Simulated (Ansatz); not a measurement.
# Stack of 1T-TiO2 under Ti2NOS MXene, shifted by a third of the diagonal in a perpendicular field, part 2 of 3

Aim: how the stack of 1T-TiO2 under Ti2NOS MXene, shifted by a third of the diagonal screens a field along its normal, and what the field does to its bands. A positive field points along +c.

Ansatz 0.2.0; plane-wave DFT, r2SCAN-D4, Ansatz PAW.

So far. Step 2 (Relaxation): The lattice constant a goes from 3.009 to 3.030 Å.

**3. Single point, field 0**

A sawtooth potential applies the field, turning back in the middle of the vacuum. With the dipole correction the typed value is the field outside the slab. The induced dipole is small, so the SCF threshold is tight.

The cell differs from the one that the last finished run ended in (c 52.437 → 27.750 Å).

Contents of input.yaml:

```yaml
crystal:
  lattice:
    - [3.0300200955, 0.0, 0.0]
    - [-1.5150100477, 2.6240743767, 0.0]
    - [0.0, 0.0, 27.7496918813]
  atoms:
    - { symbol: O, position: [0.6666666667, 0.3333333333, 0.3243279255] }
    - { symbol: Ti, position: [0.0, 0.0, 0.3578167174] }
    - { symbol: O, position: [0.3333333333, 0.6666666667, 0.3913563137] }
    - { symbol: S, position: [0.6666666667, 0.3333333333, 0.4980147156] }
    - { symbol: Ti, position: [0.0, 0.0, 0.5544520256] }
    - { symbol: "N", position: [0.3333333333, 0.6666666667, 0.5983632989] }
    - { symbol: Ti, position: [0.6666666667, 0.3333333333, 0.6430648372] }
    - { symbol: O, position: [0.0, 0.0, 0.6756720745] }
kpoints:
  mp_grid: { grid: [18, 18, 1] }
  band_path:
    path: [[0, 0, 0], [0.5, 0, 0], [0.33333333, 0.33333333, 0], [0, 0, 0]]
    npoints: 16
hamiltonian:
  xc: r2scan
  dispersion: d4
scf:
  occupations: { method: fermi_dirac, width: 0.05 }
  convergence: { dr2_threshold: 1.0e-10 }
efield:
  axis: 3
  dipole_correction: true
  ramp_position: 0.97
  ramp_width: 0.06
  amplitude: 0
output:
  dos: { projected: true, e_range: [-6, 5] }
  bader: true
  write_potential: true
  write_density: true
  volumetric_format: npy
  elf: true
```

Run with:

```sh
$ ansatz run input.yaml --threads 4 --pin off --max-ram 12288MiB --backend cpu --events-out ev --progress --plain --runs-dir out
```

Numbers of over 12 decimals in the logs are rounded to 6 here.

Log:

```text
[...]
Crystal: 8 atoms, lattice volume = 220.638 Å³
Basis set: ecut = 500 eV, 5693 PW (Γ), exchange–correlation on 96×96×864 points (64 copies of the dense FFT grid, shifted against one another)
Bands: 41, of which v1, the nominal top of the filled ones, is band 33 counted from 1 (32 counted from 0)
Symmetry: 6 space group operations
[...]
k-points: 37 of 324 (time reversal used)
[...]
SCF iter   1: F=—  HF=-10522.032342 eV  |F-HF|=—  |Δ(HF+E_count)|=         —  Δρ=1.61e-2  dr2=9.18e-1  dr2_τ=4.34e-1  ethr=1.77e-3  p=0.071 e·Å  D=5.80e-2 V/Å  ΔV_dip=-1.61 eV  dr2_dipole=4.39e-2  V_vac-E_F(+/−)=4.93/6.54 eV  ⟨swp⟩=7.9  Hψ=7096  notcnv=0
efield: sawtooth ramp at fractional position 0.9700 (set: `efield.ramp_position`, or a place that a band, a saddle search or an elastic batch's reference lends), width 0.0600; the density the first Hamiltonian is built on has a dipole p = 0.071 e·Å; the dipole correction subtracts the counter field D = 5.80e-2 V/Å, which shifts the + side's vacuum level by -1.61 eV against the − side's; the planar-averaged density in the ramp window peaks in size at 5.7e-6 e/Å³
[...]
SCF iter   2: F=—  HF=-10525.063438 eV  |F-HF|=—  |Δ(HF+E_count)|=    3.03e0  Δρ=1.08e-1  dr2=1.56e2  dr2_τ=1.31e0  ethr=1.41e-3  p=-0.037 e·Å  D=-3.00e-2 V/Å  ΔV_dip=0.83 eV  dr2_dipole=4.61e1  V_vac-E_F(+/−)=7.00/6.17 eV  ⟨swp⟩=4.5  Hψ=3808  notcnv=0  defer=52  recentre
[...]
SCF iter  23: F=-10522.106190 eV  HF=-10522.106190 eV  |F-HF|=1.22e-9  |Δ(HF+E_count)|=  6.46e-10  Δρ=1.12e-7  dr2=2.62e-11  dr2_τ=2.00e-12  ethr=1.00e-12  p=0.003 e·Å  D=2.74e-3 V/Å  ΔV_dip=-0.08 eV  dr2_dipole=2.31e-12  V_vac-E_F(+/−)=5.60/5.68 eV  ⟨swp⟩=5.0  Hψ=4969  notcnv=0
SCF 1 converged in 23 iterations: F = -10522.106190 eV  dr2 = 2.62e-11
[...]
NSCF: frozen V_eff on 49 k-points
efield: sawtooth ramp at fractional position 0.9700 (kept from the solve that this one continues, or follows in the run), width 0.0600; the density the first Hamiltonian is built on has a dipole p = 0.003 e·Å; the dipole correction subtracts the counter field D = 2.74e-3 V/Å, which shifts the + side's vacuum level by -0.08 eV against the − side's; the planar-averaged density in the ramp window peaks in size at 1.6e-6 e/Å³
[...]
SCF converged after 23 iterations
Free energy (F): -10522.106190 eV
[...]
Internal energy: -10522.090213 eV  (E = F + TS)
E sigma→0 (E₀):  -10522.098201 eV
Entropy (-TS):   -0.015977 eV (-1.997 meV/atom)
Fermi energy:    1.606567 eV
Dipole field:    D = 0.002733 V/Å  (p = 0.003333 e·Å, saw-weighted, corrected)
Work function:   Φ+ = 5.6034 eV   Φ− = 5.6793 eV
Levels:          The Fermi level and band energies are counted from a zero that moves with the ramp; work functions are not
[...]
--- Band table (eV; the first three rows and the last of 37) ---
  k-point 0: bands = [... 29 lower, -0.8968, 1.3784, 1.3784, 1.7385, 1.7385, 1.7578, 1.7578, 2.1445, ... 4 higher]
  k-point 1: bands = [... 29 lower, -0.8537, 1.0066, 1.1511, 1.8065, 1.8282, 1.8313, 1.9813, 2.2926, ... 4 higher]
  k-point 2: bands = [... 29 lower, -0.9169, 0.4673, 0.8648, 1.7125, 1.9329, 2.0222, 2.2669, 2.5714, ... 4 higher]
  k-point 36: bands = [... 29 lower, -2.4113, -2.2572, -1.4538, 1.8751, 2.4631, 2.4685, 3.0136, 3.0290, ... 4 higher]
--- Bader charges: 8 sites ---
  site symbol  charge [e]  shift [e]
     0      O     -1.1693     0.0015
     1     Ti      2.3360     0.0029
     2      O     -1.1730     0.0015
     3      S     -0.8464     0.0006
     4     Ti      1.7546     0.0007
     5      N     -1.7994     0.0002
     6     Ti      2.0978     0.0016
     7      O     -1.2002     0.0017
  estimated error of the sums over rays = 6.4e-4 e
```

The job ended after 62 s (4 threads of Arm Neoverse V1, shared host; peak memory 1.2 GiB).

Reading the cycles: dr2 is the Hartree energy of the density residual (eV), the measure of convergence; HF is the Harris–Foulkes estimate of the energy, which meets the free energy F at convergence.

Numbers from this step:

- energy at zero smearing: -10522.0982 eV
- work function, upper face: 5.603 eV
- work function, lower face: 5.679 eV
- dipole along the normal: 0.003333 e·Å
- step between the vacuum levels: -0.07585 eV

Running mean over a fixed 2.7 Å (it still follows the layers) of the planar mean; the ramp of the sawtooth is left out. Table of electron's electrostatic potential energy less the Fermi level by z:

```tsv
z (Å)	electron's electrostatic potential energy less the Fermi level (eV)
3.5	5.68
4.0	5.68
4.5	5.68
5.0	5.68
5.5	5.68
6.0	5.67
6.5	5.64
7.0	5.42
7.5	4.05
8.0	1.17
8.5	-2.29
9.0	-5.79
9.5	-8.89
10.0	-10.1
10.5	-8.13
11.0	-4.87
11.5	-1.58
12.0	0.686
12.5	0.766
13.0	-0.921
13.5	-3.06
14.0	-6.04
14.5	-8.66
15.0	-9.27
15.5	-9.41
16.0	-9.75
16.5	-10.3
17.0	-10.5
17.5	-10.7
18.0	-9.49
18.5	-7.09
19.0	-4.15
19.5	-0.672
20.0	2.67
20.5	4.88
21.0	5.50
21.5	5.59
22.0	5.60
22.5	5.60
23.0	5.60
23.5	5.60
24.0	5.60
24.5	5.60
```

The density of states has structure finer than the step of the table below, so its rows give means over 0.25 eV, whole bins alone (the curve runs from -6 to 1.66 eV). Peaks (eV: height): -5.700: 13.6, -4.950: 11.9, -4.590: 14.8, -4.400: 12.8, 0.670: 10.8, 1.170: 21.4, 1.440: 18.5.

Density of states against energy, zero at the Fermi level; means over each step:

```tsv
energy (eV)	density of states (states/eV a cell)
-5.75	8.02
-5.50	6.59
-5.25	4.87
-5.00	5.52
-4.75	4.52
-4.50	11.1
-4.25	8.89
-4.00	5.51
-3.75	4.66
-3.50	3.71
-3.25	3.58
-3.00	4.02
-2.75	4.39
-2.50	1.92
-2.25	1.18
-2.00	1.17
-1.75	1.38
-1.50	1.53
-1.25	0.992
-1.00	0.676
-0.75	0.911
-0.50	1.34
-0.25	1.47
0.00	2.36
0.25	3.07
0.50	5.42
0.75	6.59
1.00	6.02
1.25	12.5
1.50	9.24
```

Projected DOS per atom over height of the atomic layer and energy from the Fermi level. Layers: O Ti O S Ti N Ti O from below.

Ten even steps from '_' (0.0 states/eV) to '@' (5.6 states/eV), each cell a mean:
```
__--____--__**__
__@@____::__==__
__++____..__::__
__++________..__
________..__..__
________..______
________________
________________
______..________
______..________
______..________
______..________
______--________
..__..::________
::__::..________
..__....__..__..
..__......::__--
==..--....::__--
..__....______..
______..__..__..
..__..____::..::
....::..__::..::
```
Columns: height of the atomic layer (Å) from 9 to 18.7 (not evenly spaced); rows upwards: energy from the Fermi level (eV) from -5.96 to 1.6.

The electronic bands at the labelled points (eV, zero at the Fermi level):

```tsv
point	band 29	band 30	band 31	band 32	band 33	band 34	band 35	band 36
Γ	-3.11	-2.50	-0.23	-0.23	0.13	0.13	0.15	0.15
halfway	-3.87	-2.90	-2.32	-1.21	-0.38	0.62	0.97	1.02
M	-4.26	-3.54	-2.75	-1.50	-0.81	0.47	1.06	1.11
halfway	-4.09	-3.65	-3.24	-2.65	0.12	0.42	1.20	1.26
K	-4.24	-4.02	-3.86	-3.06	0.27	0.86	0.86	1.41
halfway	-3.72	-2.86	-2.71	-1.85	0.23	0.63	0.87	1.03
Γ	-3.11	-2.50	-0.23	-0.23	0.13	0.13	0.15	0.15
```

Valence density in the ca plane at fractional y = 0.333, with atoms of O and S and Ti within 0.2 Å of it. It is the smooth field of the valence electrons, not physical close to the nuclei.

Ten steps, logarithmic in the rise over the least value, from '0' (0.0 e/Å³) to '9' (9.7 e/Å³), each cell a mean:
```
22210012345443222233565321000000000000000000
21100013554543211226898520000000000000000000
21000013542553211136999520000000000000000000
21100013455543212225897410000000000000000000
22210012344443222333554321000000000000000000
34321001223333333333223332100000000000000000
44431000122223444443223432100000000000000000
33321001233333333333233332100000000000000000
```
Columns run along c (16.0 Å, from fractional 0.37 to 0.95 of the cell), rows up along a (3.0 Å). Atoms in or near the plane, at fractional coordinates: S at (0.50, 0.67), Ti at (0.64, 0.67).

ELF in the ca plane at fractional y = 0.333, with atoms of O and S and Ti within 0.2 Å of it. It is the smooth field of the valence electrons, not physical close to the nuclei.

Values, 5 rows by 16 columns, each cell a mean:
```
0.00 0.00 0.00 0.00 0.00 0.02 0.37 0.77 0.39 0.15 0.06 0.70 0.75 0.59 0.15 0.24
0.00 0.00 0.00 0.00 0.00 0.04 0.51 0.64 0.61 0.05 0.05 0.85 0.31 0.68 0.20 0.20
0.00 0.00 0.00 0.00 0.00 0.02 0.37 0.77 0.40 0.17 0.07 0.70 0.73 0.59 0.16 0.25
0.00 0.00 0.00 0.00 0.00 0.00 0.07 0.25 0.13 0.45 0.25 0.20 0.49 0.23 0.20 0.56
0.00 0.00 0.00 0.00 0.00 0.00 0.06 0.23 0.13 0.46 0.26 0.18 0.47 0.23 0.21 0.57
```
Columns run along c (16.0 Å, from fractional 0.05 to 0.63 of the cell), rows up along a (3.0 Å). Atoms in or near the plane, at fractional coordinates: O at (0.32, 0.67), S at (0.50, 0.67).

Electrostatic potential energy in the ca plane at fractional y = 0.333, with atoms of O and S and Ti within 0.2 Å of it. With pseudopotentials it is smooth inside the atoms' cores, unlike the true potential.

Ten even steps from '0' (-37 eV) to '9' (7 eV), each cell a mean:
```
99999999999986777889999985346777888742257999
99999999999820178899999961003788887510026899
99999999999700068899999950211788887400015899
99999999999830278899999961003788888510026899
99999999999987777889999986457777888753368999
99999999999998755788999999888765778887788999
99999999999998644678999999998654678888888999
99999999999998755789999998888765788877788999
```
Columns run along c (16.0 Å, from fractional 0.16 to 0.73 of the cell; values clipped at the 3rd and 97th percentile), rows up along a (3.0 Å). Atoms in or near the plane, at fractional coordinates: O at (0.32, 0.67), S at (0.50, 0.67), Ti at (0.64, 0.67).

The work function of the upper face is 5.60 eV.

**4. Atoms held, field 0.05 V/Å**

input.yaml: that of step 3 with these lines changed.

```diff
@@ -30,6 +30,4 @@
   ramp_width: 0.06
-  amplitude: 0
+  amplitude: 0.05
 output:
-  dos: { projected: true, e_range: [-6, 5] }
-  bader: true
   write_potential: true
@@ -37,2 +35 @@
   volumetric_format: npy
-  elf: true
```

Log:

```text
[...]
Crystal: 8 atoms, lattice volume = 220.638 Å³
Basis set: ecut = 500 eV, 5693 PW (Γ), exchange–correlation on 96×96×864 points (64 copies of the dense FFT grid, shifted against one another)
Bands: 41, of which v1, the nominal top of the filled ones, is band 33 counted from 1 (32 counted from 0)
Symmetry: 6 space group operations
[...]
k-point 0: bands = [... 29 lower, -0.8903, 1.3885, 1.3885, 1.7433, 1.7433, 1.7504, 1.7504, 2.1554, ... 4 higher]
  k-point 1: bands = [... 29 lower, -0.8466, 1.0166, 1.1613, 1.7942, 1.8173, 1.8378, 1.9927, 2.3037, ... 4 higher]
  k-point 2: bands = [... 29 lower, -0.9101, 0.4767, 0.8747, 1.7236, 1.9189, 2.0082, 2.2786, 2.5827, ... 4 higher]
  k-point 36: bands = [... 29 lower, -2.4106, -2.2607, -1.4458, 1.8611, 2.4755, 2.4800, 3.0001, 3.0143, ... 4 higher]
[key lines of the parts left out:]
SCF converged after 22 iterations
Free energy (F): -10522.106920 eV
Fermi energy:    1.617172 eV
Dipole field:    D = 0.021253 V/Å  (p = 0.025914 e·Å, saw-weighted, corrected)
```

Wall time 44 s (4 threads); peak memory 1.2 GiB; 2.9 min of CPU time.

The dipole is 0.0259 e·Å, 0.0226 e·Å from its value without field.

**5. Single point, field -0.05 V/Å**

input.yaml: that of step 4 with these lines changed.

```diff
@@ -30,3 +30,3 @@
   ramp_width: 0.06
-  amplitude: 0.05
+  amplitude: -0.05
 output:
```

Log:

```text
[...]
Crystal: 8 atoms, lattice volume = 220.638 Å³
Basis set: ecut = 500 eV, 5693 PW (Γ), exchange–correlation on 96×96×864 points (64 copies of the dense FFT grid, shifted against one another)
Bands: 41, of which v1, the nominal top of the filled ones, is band 33 counted from 1 (32 counted from 0)
Symmetry: 6 space group operations
[...]
k-point 0: bands = [... 29 lower, -0.9052, 1.3647, 1.3647, 1.7232, 1.7232, 1.7766, 1.7766, 2.1299, ... 4 higher]
  k-point 1: bands = [... 29 lower, -0.8627, 0.9931, 1.1373, 1.8073, 1.8311, 1.8502, 1.9660, 2.2778, ... 4 higher]
  k-point 2: bands = [... 29 lower, -0.9256, 0.4545, 0.8512, 1.6977, 1.9516, 2.0411, 2.2515, 2.5564, ... 4 higher]
  k-point 36: bands = [... 29 lower, -2.4155, -2.2494, -1.4649, 1.8939, 2.4469, 2.4532, 3.0317, 3.0485, ... 4 higher]
[key lines of the parts left out:]
SCF converged after 21 iterations
Free energy (F): -10522.106580 eV
Fermi energy:    1.592109 eV
Dipole field:    D = -0.015472 V/Å  (p = -0.018865 e·Å, saw-weighted, corrected)
```

Wall time 44 s (4 threads); peak memory 1.2 GiB; 2.9 min of CPU time.

The dipole is -0.0189 e·Å, -0.0222 e·Å from its value without field.

**6. Atoms held, field 0.1 V/Å**

input.yaml: that of step 5 with these lines changed.

```diff
@@ -28,5 +28,5 @@
   dipole_correction: true
-  ramp_position: 0.97
-  ramp_width: 0.06
-  amplitude: -0.05
+  ramp_position: 0.9422
+  ramp_width: 0.1165
+  amplitude: 0.1
 output:
```

Log:

```text
[...]
Crystal: 8 atoms, lattice volume = 220.638 Å³
Basis set: ecut = 500 eV, 5693 PW (Γ), exchange–correlation on 96×96×864 points (64 copies of the dense FFT grid, shifted against one another)
Bands: 41, of which v1, the nominal top of the filled ones, is band 33 counted from 1 (32 counted from 0)
Symmetry: 6 space group operations
[...]
k-point 0: bands = [... 29 lower, -0.8858, 1.3955, 1.3955, 1.7321, 1.7321, 1.7583, 1.7583, 2.1632, ... 4 higher]
  k-point 1: bands = [... 29 lower, -0.8417, 1.0234, 1.1683, 1.7830, 1.8058, 1.8454, 2.0008, 2.3117, ... 4 higher]
  k-point 2: bands = [... 29 lower, -0.9054, 0.4830, 0.8816, 1.7315, 1.9073, 1.9965, 2.2869, 2.5908, ... 4 higher]
  k-point 36: bands = [... 29 lower, -2.4126, -2.2623, -1.4405, 1.8495, 2.4845, 2.4881, 2.9889, 3.0020, ... 4 higher]
[key lines of the parts left out:]
SCF converged after 23 iterations
Free energy (F): -10522.108785 eV
Fermi energy:    1.624441 eV
Dipole field:    D = 0.039971 V/Å  (p = 0.048738 e·Å, saw-weighted, corrected)
```

It took 45 s on 4 threads; peak memory 1.2 GiB; 3 min of CPU time.

The dipole is 0.0487 e·Å, 0.0454 e·Å from its value without field.

**7. Atoms held, field 0.2 V/Å**

input.yaml: that of step 6 with these lines changed.

```diff
@@ -30,3 +30,3 @@
   ramp_width: 0.1165
-  amplitude: 0.1
+  amplitude: 0.2
 output:
```

Log:

```text
[...]
Crystal: 8 atoms, lattice volume = 220.638 Å³
Basis set: ecut = 500 eV, 5693 PW (Γ), exchange–correlation on 96×96×864 points (64 copies of the dense FFT grid, shifted against one another)
Bands: 41, of which v1, the nominal top of the filled ones, is band 33 counted from 1 (32 counted from 0)
Symmetry: 6 space group operations
[...]
k-point 0: bands = [... 29 lower, -0.8786, 1.4059, 1.4059, 1.7154, 1.7154, 1.7707, 1.7707, 2.1751, ... 4 higher]
  k-point 1: bands = [... 29 lower, -0.8338, 1.0335, 1.1787, 1.7664, 1.7889, 1.8574, 2.0133, 2.3238, ... 4 higher]
  k-point 2: bands = [... 29 lower, -0.8977, 0.4923, 0.8915, 1.7434, 1.8904, 1.9796, 2.2997, 2.6031, ... 4 higher]
  k-point 36: bands = [... 29 lower, -2.4187, -2.2609, -1.4330, 1.8326, 2.4987, 2.5006, 2.9726, 2.9838, ... 4 higher]
[key lines of the parts left out:]
SCF converged after 16 iterations
Free energy (F): -10522.115960 eV
Fermi energy:    1.635023 eV
Dipole field:    D = 0.077786 V/Å  (p = 0.094846 e·Å, saw-weighted, corrected)
```

The job ended after 38 s (4 threads; peak memory 1.2 GiB; 2.5 min of CPU time).

The dipole is 0.0948 e·Å, 0.0915 e·Å from its value without field.

**8. Atoms held, field 0.3 V/Å**

input.yaml: that of step 7 with these lines changed.

```diff
@@ -28,6 +28,8 @@
   dipole_correction: true
-  ramp_position: 0.9422
-  ramp_width: 0.1165
-  amplitude: 0.2
+  ramp_position: 0.9396
+  ramp_width: 0.1217
+  amplitude: 0.3
 output:
+  dos: { projected: true, e_range: [-6, 5] }
+  bader: true
   write_potential: true
@@ -35 +37,2 @@
   volumetric_format: npy
+  elf: true
```

Log:

```text
[...]
Crystal: 8 atoms, lattice volume = 220.638 Å³
Basis set: ecut = 500 eV, 5693 PW (Γ), exchange–correlation on 96×96×864 points (64 copies of the dense FFT grid, shifted against one another)
Bands: 41, of which v1, the nominal top of the filled ones, is band 33 counted from 1 (32 counted from 0)
Symmetry: 6 space group operations
[...]
--- Bader charges: 8 sites ---
  site symbol  charge [e]  shift [e]
     0      O     -1.1785     0.0015
     1     Ti      2.3328     0.0029
     2      O     -1.1715     0.0015
     3      S     -0.8483     0.0006
     4     Ti      1.7545     0.0007
     5      N     -1.7991     0.0002
     6     Ti      2.1012     0.0016
     7      O     -1.1910     0.0017
  estimated error of the sums over rays = 6.4e-4 e
[key lines of the parts left out:]
SCF converged after 16 iterations
Free energy (F): -10522.127765 eV
Fermi energy:    1.641934 eV
Dipole field:    D = 0.115870 V/Å  (p = 0.141283 e·Å, saw-weighted, corrected)
```

Elapsed: 55 s, on 4 threads; peak memory 1.2 GiB; 3.6 min of CPU time.

The dipole is 0.141 e·Å, 0.138 e·Å from its value without field.

**9. Response, atoms held**

This step: plane-wave DFT, r2SCAN-D4, Ansatz PAW; response to a field along the normal, atoms held (Ansatz 0.2.0).

The dipoles give the slope, and the difference of two potentials shows where the field is screened.

This step gave:

```
equivalent conductor thickness p/(ε₀AE) : 10.26 Å
distance between the outer atoms        : 9.750 Å
```

Dipole of the cell against applied field:

```tsv
applied field (V/Å)	dipole of the cell (e·Å)
-0.050	-0.0189
0.000	0.00333
0.050	0.0259
0.100	0.0487
0.200	0.0948
0.300	0.141
```

Local field over the applied field, running mean. From the potentials at -0.05 and 0.05 V/Å; running mean over 2.5 Å. Table of local field over applied field by z:

```tsv
z (Å)	local field over applied field
5	1.000
6	0.994
7	0.926
8	0.666
9	0.321
10	0.113
11	0.136
12	0.189
13	0.149
14	0.0468
15	0.0119
16	0.0121
17	0.0299
18	0.121
19	0.398
20	0.744
21	0.958
22	0.997
23	1.000
```

The induced electron density oscillates, so the rows of the table below give means over windows of 1 Å about each position, cut where the curve ends. Its maxima inside the range that stand out by 2 % of the span (Å: e/Å³ per V/Å): 8.4: 0.00379, 9.2: 0.00186, 10.3: 3.1e-4, 13.0: 0.00138, 16.1: 2.4e-4, 17.7: 2.0e-5, 18.9: -0.00163. Its minima: 9.0: 0.00147, 9.9: -1.0e-4, 11.4: -0.00142, 14.9: -3.0e-4, 17.2: -6.0e-4, 18.6: -0.00198, 19.4: -0.0038.

Electrons, planar mean, per unit field. The induced electron density by z; means over each step:

```tsv
z (Å)	induced electron density (e/Å³ per V/Å)
5	1.6e-6
6	2.8e-5
7	4.0e-4
8	0.00264
9	0.00192
10	2.0e-4
11	-7.2e-4
12	-3.5e-4
13	0.00109
14	3.3e-4
15	-1.4e-4
16	1.0e-4
17	-3.0e-4
18	-4.8e-4
19	-0.00257
20	-0.00193
21	-2.2e-4
22	-1.4e-5
23	-8.3e-7
```

By hand: between -0.05 and 0.05 V/Å the dipole changes by 0.04478 e·Å, a slope of 0.4478 e·Å²/V. A perfect conductor of thickness t has p = ε₀AEt, so t = 180.95 × 0.4478 / 7.951 = 10.19 Å (e/ε₀ = 180.95 V·Å, A in Å²).

The induced dipole is that of a conductor 10.26 Å thick.

[end of part 2 of 3]

[Logs are printed without paths, hosts, clocks, repeated set-up lines and the standing remarks that a program may print on its own settings, such as how far it seeks lower states.]

[Hosts, paths, dates, database ids (printed as entryN), source tags and the programs' standing remarks are cut or masked in the printed files.]

[Maps of the electrostatic potential energy from Ansatz leave out the sawtooth potential of an applied field or a dipole correction, so their vacuum need not be flat; planar profiles and work functions include it.]

[The density of states shown here was stored with 400 of the rows of the run's finer table, so its peaks can read low, often by over a quarter, or be missed, and its means over a window can be off by a tenth or more.]
